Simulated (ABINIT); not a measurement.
# BaTiO3 (Pm-3m): G0W0 with and without spin-orbit coupling

Is the spin-orbit change of the gap of BaTiO3 (Pm-3m) the same in DFT and in GW?

Method: PBE and many-body steps on it, plane waves, in ABINIT 10.8.3.

**Experimental background.**

- Gap 3.28 eV: optical gap from first-derivative diffuse reflectance spectrum; UV-vis diffuse reflectance; powder (commercial cubic reference powder, crystallite size 31.8 nm) (“Influence of Rapid Heat Treatment on the Photocatalytic Activity and Stability of Barium Titanates Against a Broad Range of Pollutants”, 2024, pmc:11596716).

- Gap 3.2 eV: optical gap from first-derivative diffuse reflectance spectrum; UV-vis diffuse reflectance; powder (“Influence of Rapid Heat Treatment on the Photocatalytic Activity and Stability of Barium Titanates Against a Broad Range of Pollutants”, 2024, pmc:11596716).

Report form: the programs' logs are mostly left out.

### 1. Set-up

Symmetry: Pm-3m, No. 221, cubic system. The conventional cell has a = 4.006 Å, b = 4.006 Å, c = 4.006 Å, α = 90.00°, β = 90.00°, γ = 90.00°. Nearest to Ba lie 12 O at 2.83 Å. Ti has 6 O at 2.00 Å nearest. O has 2 Ti at 2.00 Å and 4 Ba at 2.83 Å nearest. Farther neighbours and most contacts between anions are not listed.

As a file:

```cif
data_structure
_symmetry_space_group_name_H-M 'Pm-3m'
_symmetry_Int_Tables_number 221
_cell_length_a 4.0060
_cell_length_b 4.0060
_cell_length_c 4.0060
_cell_angle_alpha 90.000
_cell_angle_beta 90.000
_cell_angle_gamma 90.000
_cell_volume 64.29
loop_
_atom_site_label
_atom_site_type_symbol
_atom_site_symmetry_multiplicity
_atom_site_Wyckoff_symbol
_atom_site_fract_x
_atom_site_fract_y
_atom_site_fract_z
_atom_site_occupancy
Ba1 Ba 1 b 0.50000 0.50000 0.50000 1
Ti1 Ti 1 a 0.00000 0.00000 0.00000 1
O1 O 3 d 0.50000 0.00000 0.00000 1
```

The cell and positions come from the Crystallography Open Database and are kept as given unless a step says otherwise. Spin-orbit coupling is left out unless a step names it.

### 2. Empty states on the mesh, 4×4×4 mesh, 93 bands

This step: ABINIT 10.8.3; DFT, PBE, plane waves, norm-conserving pseudopotentials.

The sums over transitions need many empty states on a uniform mesh; this step solves for them.

run.abi reads:

```
acell 3*1.0 Angstrom
rprim 
  4.006000000000 0.000000000000 0.000000000000
  0.000000000000 4.006000000000 0.000000000000
  0.000000000000 0.000000000000 4.006000000000
ntypat 3
znucl 56 22 8
natom 5
typat 1 2 3 3 3
xred 
  0.500000000000 0.500000000000 0.500000000000
  0.000000000000 0.000000000000 0.000000000000
  0.500000000000 0.000000000000 0.000000000000
  0.000000000000 0.500000000000 0.000000000000
  0.000000000000 0.000000000000 0.500000000000
pp_dirpath "pseudos"
pseudos "Ba.upf, Ti.upf, O.upf"
ecut 38
ngkpt 4 4 4
nshiftk 1
shiftk 0 0 0
kptopt 1
chksymbreak 0
iscf -2
irdden 1
istwfk *1
nband 93
nbdbuf 8
tolwfr 1e-09
nstep 60
prtvol 0
indata_prefix "in"
outdata_prefix "out"
tmpdata_prefix "tmp"
```

Started as:

```sh
OMP_NUM_THREADS=1 mpirun -n 8 abinit run.abi > log
```

Wall time 27 s (8 MPI ranks of INTEL XEON PLATINUM 8581C at 2.10GHz (Emerald Rapids), shared host); peak memory 0.66 GiB.

This step gave:

```yaml
gap: 1.795 eV
k_of_the_valence_top: 0.5, 0.5, 0.5
k_of_the_conduction_bottom: 0, 0, 0
least_direct_gap: 1.934 eV
k_points_computed: 10
lowest_point_of_the_top_converged_band_above_the_valence_top: 48.69 eV
```

On this mesh the gap is 1.795 eV.

The density comes from a self-consistent run that is not shown.

### 3. Screening, 4×4×4 mesh, 85 bands, screening to 108.8 eV

The RPA dielectric matrix is built and inverted for each q.

This step: RPA screening on PBE, plane waves, norm-conserving pseudopotentials.

Edit run.abi of step 2 so:

```diff
@@ -23,10 +23,11 @@
 chksymbreak 0
-iscf -2
-irdden 1
 istwfk *1
-nband 93
-nbdbuf 8
-tolwfr 1e-09
-nstep 60
-prtvol 0
+occopt 1
+irdwfk 1
+optdriver 3
+nband 85
+ecuteps 4
+inclvkb 0
+awtr 1
+symchi 1
 indata_prefix "in"
```

Elapsed: 20 s, on 8 MPI ranks; peak memory 1.5 GiB; 2.6 min of CPU time.

This step gave:

* ε∞ with local fields, on this mesh, along the program's q direction: 7.875
* the same without local fields: 8.344
* plasma frequency: 29.29 eV
* plane waves in the screening matrix: 171

Local fields lower ε∞ by 6 %. On a Γ-centred mesh this coarse the value itself is usually too large, while a short band sum pulls it down.

### 4. Scalar-relativistic

The self-energy is evaluated for the states that the input lists, and the levels follow from it, in one-shot runs by the linearised quasiparticle equation.

This step: G0W0 on PBE, plane waves, norm-conserving pseudopotentials.

Edit run.abi of step 3 so:

```diff
@@ -26,8 +26,21 @@
 irdwfk 1
-optdriver 3
+optdriver 4
 nband 85
+gwcalctyp 0
+ecutsigx 38
+symsigma 1
+nkptgw 4
+kptgw 
+  0.5000000000 0.5000000000 0.5000000000
+  0.0000000000 0.0000000000 0.0000000000
+  0.5000000000 0.0000000000 0.0000000000
+  0.5000000000 0.5000000000 0.0000000000
+bdgw 
+  18 23
+  18 23
+  19 23
+  18 22
 ecuteps 4
-inclvkb 0
-awtr 1
-symchi 1
+irdscr 1
+ppmodel 1
 indata_prefix "in"
```

The job ended after 9.9 s (8 MPI ranks; peak memory 1.4 GiB; 78 s of CPU time).

This step gave:

* G0W0 gap on the mesh: 3.218 eV
* starting gap on the mesh: 1.795 eV
* k of the valence top: 0.5, 0.5, 0.5
* k of the conduction bottom: 0, 0, 0
* Z at the valence top: 0.763
* Z at the conduction bottom: 0.779
* least direct G0W0 gap on the computed points: 3.364 eV

The gap on the mesh goes from 1.79 eV to 3.22 eV, a correction of +1.42 eV.

### 5. Empty states on the mesh, 4×4×4 mesh, 186 bands

This step: DFT, PBE with spin-orbit coupling, plane waves, norm-conserving pseudopotentials.

Edit run.abi of step 4 so:

```diff
@@ -18,2 +18,3 @@
 ecut 38
+nspinor 2
 ngkpt 4 4 4
@@ -23,24 +24,10 @@
 chksymbreak 0
+iscf -2
+irdden 1
 istwfk *1
-occopt 1
-irdwfk 1
-optdriver 4
-nband 85
-gwcalctyp 0
-ecutsigx 38
-symsigma 1
-nkptgw 4
-kptgw 
-  0.5000000000 0.5000000000 0.5000000000
-  0.0000000000 0.0000000000 0.0000000000
-  0.5000000000 0.0000000000 0.0000000000
-  0.5000000000 0.5000000000 0.0000000000
-bdgw 
-  18 23
-  18 23
-  19 23
-  18 22
-ecuteps 4
-irdscr 1
-ppmodel 1
+nband 186
+nbdbuf 16
+tolwfr 1e-09
+nstep 60
+prtvol 0
 indata_prefix "in"
```

The job ended after 3.7 min (8 MPI ranks; peak memory 1 GiB).

Numbers from this step:

| Quantity | Value |
| --- | --- |
| gap | 1.762 eV |
| k of the valence top | 0.5, 0.5, 0.5 |
| k of the conduction bottom | 0, 0, 0 |
| least direct gap | 1.859 eV |
| k points computed | 10 |
| lowest point of the top converged band, above the valence top | 48.59 eV |

On this mesh the gap is 1.762 eV.

The density comes from a self-consistent run that is not shown, made with spin-orbit coupling and fully relativistic files.

### 6. Screening, 4×4×4 mesh, 170 bands, screening to 108.8 eV

This step: RPA screening on PBE with spin-orbit coupling, plane waves, norm-conserving pseudopotentials.

Edit run.abi of step 5 so:

```diff
@@ -24,10 +24,11 @@
 chksymbreak 0
-iscf -2
-irdden 1
 istwfk *1
-nband 186
-nbdbuf 16
-tolwfr 1e-09
-nstep 60
-prtvol 0
+occopt 1
+irdwfk 1
+optdriver 3
+nband 170
+ecuteps 4
+inclvkb 0
+awtr 1
+symchi 1
 indata_prefix "in"
```

The job ended after 2.8 min (8 MPI ranks; peak memory 4.1 GiB; 23 min of CPU time).

This step gave:

* ε∞ with local fields, on this mesh, along the program's q direction: 7.930
* the same without local fields: 8.401
* plasma frequency: 29.29 eV
* plane waves in the screening matrix: 171

### 7. With spin-orbit coupling

This step: G0W0 on PBE with spin-orbit coupling, plane waves, norm-conserving pseudopotentials.

Edit run.abi of step 6 so:

```diff
@@ -27,8 +27,21 @@
 irdwfk 1
-optdriver 3
+optdriver 4
 nband 170
+gwcalctyp 0
+ecutsigx 38
+symsigma 0
+nkptgw 4
+kptgw 
+  0.5000000000 0.5000000000 0.5000000000
+  0.0000000000 0.0000000000 0.0000000000
+  0.5000000000 0.0000000000 0.0000000000
+  0.5000000000 0.5000000000 0.0000000000
+bdgw 
+  37 44
+  37 44
+  37 44
+  37 44
 ecuteps 4
-inclvkb 0
-awtr 1
-symchi 1
+irdscr 1
+ppmodel 1
 indata_prefix "in"
```

Run time: 3.1 min. Hardware: 8 MPI ranks; peak memory 3.5 GiB.

Numbers from this step:

```
G0W0 gap on the mesh                         : 3.176 eV
starting gap on the mesh                     : 1.762 eV
k of the valence top                         : 0.5, 0.5, 0.5
k of the conduction bottom                   : 0, 0, 0
Z at the valence top                         : 0.763
Z at the conduction bottom                   : 0.779
least direct G0W0 gap on the computed points : 3.280 eV
```

Against G0W0 in ABINIT (4×4×4 mesh, 85 bands, screening to 108.8 eV, Godby-Needs plasmon pole), the gap moves by −0.042 eV.

### 8. Side by side

Times are wall times on 8 MPI ranks of INTEL XEON PLATINUM 8581C at 2.10GHz (Emerald Rapids), shared host, good to a factor of about two. A run's time includes the screening step that it read.

| run | mesh | bands | screening cutoff (eV) | DFT gap (eV) | gap on the mesh (eV) | direct (eV) | ε∞ used | time |
| --- | --- | --- | --- | --- | --- | --- | --- | --- |
| scalar-relativistic | 4×4×4 | 85 | 108.8 | 1.795 | 3.218 | 3.364 | 7.87 | 30 s |
| with spin-orbit coupling | 4×4×4 | 170 | 108.8 | 1.762 | 3.176 | 3.280 | 7.93 | 5.9 min |

### 9. Summary of results

```yaml
scalar_relativistic: 3.218 eV
with_spin_orbit_coupling: 3.176 eV
known_limits: not at the basis limit; screening head approximate; no spin-orbit coupling in some runs; coarse k mesh
```

With spin-orbit coupling: −0.042 eV against scalar-relativistic, −0.033 eV of it in the start. Against experiment, by with spin-orbit coupling: the gap of 3.18 eV lies −0.10 eV from the measured 3.28 eV (optical, 2024); the gap of 3.18 eV lies −0.02 eV from the measured 3.2 eV (optical, 2024). An exciton line or allowed optical edge lies below the quasiparticle gap by the binding energy; a forbidden edge can push the onset above it. These are gaps on the mesh, at modest bands and cutoff. The calculation has static nuclei and no excitons; a measured gap holds zero-point and thermal motion, which mostly lowers it. Bands and cutoff are finite, so the gap is not at the basis limit. The miss can reach some tenths of an eV and take either sign; the mesh is an error of its own. The 4×4×4 mesh is coarse for this cell, which bears on the long-range parts of exchange and screening. This is the ideal cubic cell; many perovskites, halides above all, are cubic only on average, and local tilts or off-centring can widen the gap. The long-wavelength limit of the screening leaves out the non-local commutator, which shifts ε∞.

[Paths, hosts, dates, memory and timing lines, banners, echoed tables and standing remarks are left out of the program output.]

[Logs are printed without paths, hosts, clocks, repeated set-up lines and the standing remarks that a program may print on its own settings, such as how far it seeks lower states.]

[Runs of the session that timed out or met a known fault of the program may be left out.]

[Hosts, paths, dates, database ids (printed as entryN), source tags and the programs' standing remarks are cut or masked in the printed files.]

[G0W0 gaps are taken among the corrected bands and points alone; a level outside them can change the order at an edge.]

[Where Ansatz stands beside ABINIT at settings called matched, ABINIT's density can come from a denser mesh and the files from another edition; pairs whose starting gaps differed by over 0.03 eV were left out, so agreement reads better than it is.]
